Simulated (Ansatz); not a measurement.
# NaTaS3 (model cell, started as cubic perovskite with Ta in the octahedra): following an unstable mode, part 2 of 2

Aim: this structure of NaTaS3 (model cell, started as cubic perovskite with Ta in the octahedra) is to be tested for unstable modes, and one is followed downhill.

Ansatz 0.2.0; DFT PBE, scalar-relativistic, plane waves, PAW; PAW set soft_1.

So far. Step 4 (The mode frozen in, largest atomic shift 0.6 Å): The run ends at a pressure of -4.80 GPa, with forces up to 0.17 eV/Å. Step 5 (Energy along the mode, all amplitudes (two of the runs …): The lowest of the steps tried is the last one, at 0.6 Å, 52.6 meV/atom below the parent; the bottom of the well need not coincide with a step.

The structure was built from a prototype and need not be the compound's stable phase.

### 7. The new phase in its own primitive cell

The relaxed structure is symmetrised, reduced to its primitive cell and relaxed tightly, as its phonons need.

File input.yaml:

```yaml
crystal:
  lattice:
    - [3.3488895744, 1.9334822973, 5.4616779509]
    - [-3.3488895744, 1.9334822973, 5.4616779509]
    - [0.0, -3.8669645946, 5.4616779509]
  atoms:
    - { symbol: Na, position: [0.75, 0.75, 0.75] }
    - { symbol: Na, position: [0.25, 0.25, 0.25] }
    - { symbol: Ta, position: [0.5, 0.5, 0.5] }
    - { symbol: Ta, position: [0.0, 0.0, 0.0] }
    - { symbol: S, position: [0.3387088274, 0.75, 0.1612911726] }
    - { symbol: S, position: [0.6612911726, 0.25, 0.8387088274] }
    - { symbol: S, position: [0.1612911726, 0.3387088274, 0.75] }
    - { symbol: S, position: [0.8387088274, 0.6612911726, 0.25] }
    - { symbol: S, position: [0.25, 0.8387088274, 0.6612911726] }
    - { symbol: S, position: [0.75, 0.1612911726, 0.3387088274] }
kpoints:
  mp_grid: { grid: [9, 9, 9] }
hamiltonian:
  xc: pbe
  pseudopotentials: { kind: paw, azcp: { folder: soft_1 } }
scf:
  occupations: { method: methfessel_paxton, width: 0.2 }
output:
  forces: true
  stress: true
  eigenvalues: true
relax:
  adjacent_minimum: "off"
  f_tol: 0.001
  max_steps: 60
  cell: { stress_tol: 0.01 }
```

The run is started by

```sh
$ ansatz run input.yaml --threads 4 --pin off --max-ram 16384MiB --backend cpu --events-out ev --progress --plain --runs-dir out
```

It took 47 s on 4 threads of Arm Neoverse V1, shared host; peak memory 1 GiB.

Little changed from the start: no atom moved by 0.005 Å and no cell edge by 0.1 %.

Numbers from this step:

```
pressure : -2.21e-4 GPa
```

The largest force component left is 0.27 meV/Å and the pressure is 0.000 GPa, within the tolerances set. The cell now holds 21.22 Å³/atom.

### 8. Modes of the new phase, k-mesh 9×9×9

A relaxed structure may still be a saddle point, so its zone-centre modes are computed. No field response is asked, since the mesh shows no gap.

File input.yaml:

```yaml
crystal:
  lattice:
    - [3.3495015162, 1.933835602, 5.4593569267]
    - [-3.3495015162, 1.933835602, 5.4593569267]
    - [0.0, -3.867671204, 5.4593569267]
  atoms:
    - { symbol: Na, position: [0.75, 0.75, 0.75] }
    - { symbol: Na, position: [0.25, 0.25, 0.25] }
    - { symbol: Ta, position: [0.5, 0.5, 0.5] }
    - { symbol: Ta, position: [0.0, 0.0, 0.0] }
    - { symbol: S, position: [0.3387524623, 0.75, 0.1612475377] }
    - { symbol: S, position: [0.6612475377, 0.25, 0.8387524623] }
    - { symbol: S, position: [0.1612475377, 0.3387524623, 0.75] }
    - { symbol: S, position: [0.8387524623, 0.6612475377, 0.25] }
    - { symbol: S, position: [0.25, 0.8387524623, 0.6612475377] }
    - { symbol: S, position: [0.75, 0.1612475377, 0.3387524623] }
kpoints:
  mp_grid: { grid: [9, 9, 9] }
hamiltonian:
  xc: pbe
  pseudopotentials: { kind: paw, azcp: { folder: soft_1 } }
scf:
  occupations: { method: methfessel_paxton, width: 0.2 }
output:
  eigenvalues: true
phonons:
  method: dfpt
```

It took 15 min on 4 threads; peak memory 9.6 GiB.

Numbers from this step:

```yaml
sum_rule_residual_before_enforcement: 9.04e-5 eV/Å²
point_group: -3m
highest_optical_mode_at_the_zone_centre_no_lo_to_term: 460.3 cm⁻¹
lowest_optical_zone_centre_mode: -142.2 cm⁻¹
```

Patterns of degenerate modes are one choice out of their space. The modes at Γ (shares of kinetic energy by element, %) (negative means imaginary):

| mode | frequency (cm⁻¹) | symmetry | Na % | Ta % | S % |
| --- | --- | --- | --- | --- | --- |
| 1 | -142.2 | A2u | 0 | 34 | 66 |
| 2 | -107.1 | Eu | 7 | 47 | 46 |
| 3 | -107.1 | Eu | 7 | 47 | 46 |
| 4 | -49.9 | A2u | 92 | 5 | 3 |
| 5 | -41.9 | A2g | 100 | 0 | 0 |
| 6 | 0.0 | acoustic | 8 | 60 | 32 |
| 7 | 0.0 | acoustic | 8 | 60 | 32 |
| 8 | 0.0 | acoustic | 8 | 60 | 32 |
| 9 | 13.7 | Eg | 6 | 0 | 94 |
| 10 | 13.7 | Eg | 6 | 0 | 94 |
| 11 | 83.1 | Eu | 9 | 0 | 90 |
| 12 | 83.1 | Eu | 9 | 0 | 90 |
| 13 | 142.7 | Eg | 70 | 0 | 30 |
| 14 | 142.7 | Eg | 70 | 0 | 30 |
| 15 | 150.3 | A1u | 0 | 56 | 44 |
| 16 | 169.1 | Eu | 20 | 79 | 2 |
| 17 | 169.1 | Eu | 20 | 79 | 2 |
| 18 | 171.2 | A1g | 0 | 0 | 100 |
| 19 | 179.3 | A2g | 0 | 0 | 100 |
| 20 | 180.0 | A1u | 0 | 44 | 56 |
| 21 | 190.2 | Eu | 55 | 13 | 32 |
| 22 | 190.2 | Eu | 55 | 13 | 32 |
| 23 | 237.0 | Eg | 24 | 0 | 76 |
| 24 | 237.0 | Eg | 24 | 0 | 76 |
| 25 | 253.4 | A2u | 0 | 0 | 100 |
| 26 | 276.0 | Eg | 0 | 0 | 100 |
| 27 | 276.0 | Eg | 0 | 0 | 100 |
| 28 | 298.2 | Eu | 2 | 0 | 98 |
| 29 | 298.2 | Eu | 2 | 0 | 98 |
| 30 | 460.3 | A2g | 0 | 0 | 100 |

Displacements in mode 1 (-142.2 cm⁻¹), the largest set to 1:
```
Na1  0.00  0.00  0.02
Na2  0.00  0.00  0.02
Ta3  0.00  0.00  0.53
Ta4  0.00  0.00  0.53
S5  -0.05  0.03 -1.00
S6  -0.05  0.03 -1.00
S7   0.00 -0.06 -1.00
S8   0.00 -0.06 -1.00
S9   0.05  0.03 -1.00
S10  0.05  0.03 -1.00
```

Displacements in mode 5 (-41.9 cm⁻¹), the largest set to 1:
```
Na1  0.00  0.00 -1.00
Na2  0.00  0.00  1.00
Ta3  0.00  0.00  0.00
Ta4  0.00  0.00  0.00
S5   0.00  0.00  0.01
S6   0.00  0.00 -0.01
S7   0.00 -0.01  0.01
S8   0.00  0.01 -0.01
S9   0.00  0.00 -0.01
S10  0.00  0.00  0.01
```

Before it was imposed, the acoustic sum rule was missed by 9.0e-5 eV/Å². Small misses are needed for a sound result but don't prove that mesh and cutoff are converged. The lowest optical mode is imaginary, 142.2i cm⁻¹, so the energy falls along it.

### 9. Results

```yaml
unstable_mode_of_the_parent: q = (-0.5, -0.5, -0.5), 109i cm⁻¹
depth_at_the_lowest_point_sampled: 52.6 meV/atom
largest_atomic_shift_at_that_point: 0.6 Å
space_group_reached_within_0p01_a: R-3c
energy_gained_over_the_parent_first_relaxation_on_the_mesh_of_the_frozen_mode: 73.9 meV/atom
volume_per_atom_phase_reached: 21.2 Å³
lowest_optical_zone_centre_mode_phase_reached: -142 cm⁻¹
highest_optical_mode_at_the_zone_centre_no_lo_to_term_phase_reached: 460 cm⁻¹
```

**Reading.** Along this mode the structure falls into R-3c, 73.9 meV/atom below the parent. At the parent's cell the well is 52.58 meV/atom deep on the steps tried, with its lowest point at a shift of 0.6 Å. That is the last step tried, so the steps alone don't bracket the bottom of the well. Relaxing atoms and cell changes the gain by +21.33 meV/atom against the lowest step (energies at zero smearing). The new phase still has an imaginary mode at the zone centre of its cell, so it is a saddle point on the way to a lower structure. Of the 6 patterns followed to their end from this parent, this one ends 5.59 meV/atom above the lowest, Imma. Each path keeps the symmetry of its pattern, so a lower phase may lie along a pattern not tried. With no gap, or one that is small against the smearing, the frequencies hang on the k mesh and the smearing, most of all near Kohn anomalies. A semilocal functional can close a gap that the real compound would have, so the metallic treatment may be an artefact of the level. Spin-orbit coupling is left out, which can matter for the heavy elements here. A phonon run warned that its eigensolver left some bands unconverged in a pass. The starting cell was built on a prototype and not taken from a measurement, so the phase need not exist.

[Logs are printed without paths, hosts, clocks, repeated set-up lines and the standing remarks that a program may print on its own settings, such as how far it seeks lower states.]

[Hosts, paths, dates, database ids (printed as entryN), source tags and the programs' standing remarks are cut or masked in the printed files.]
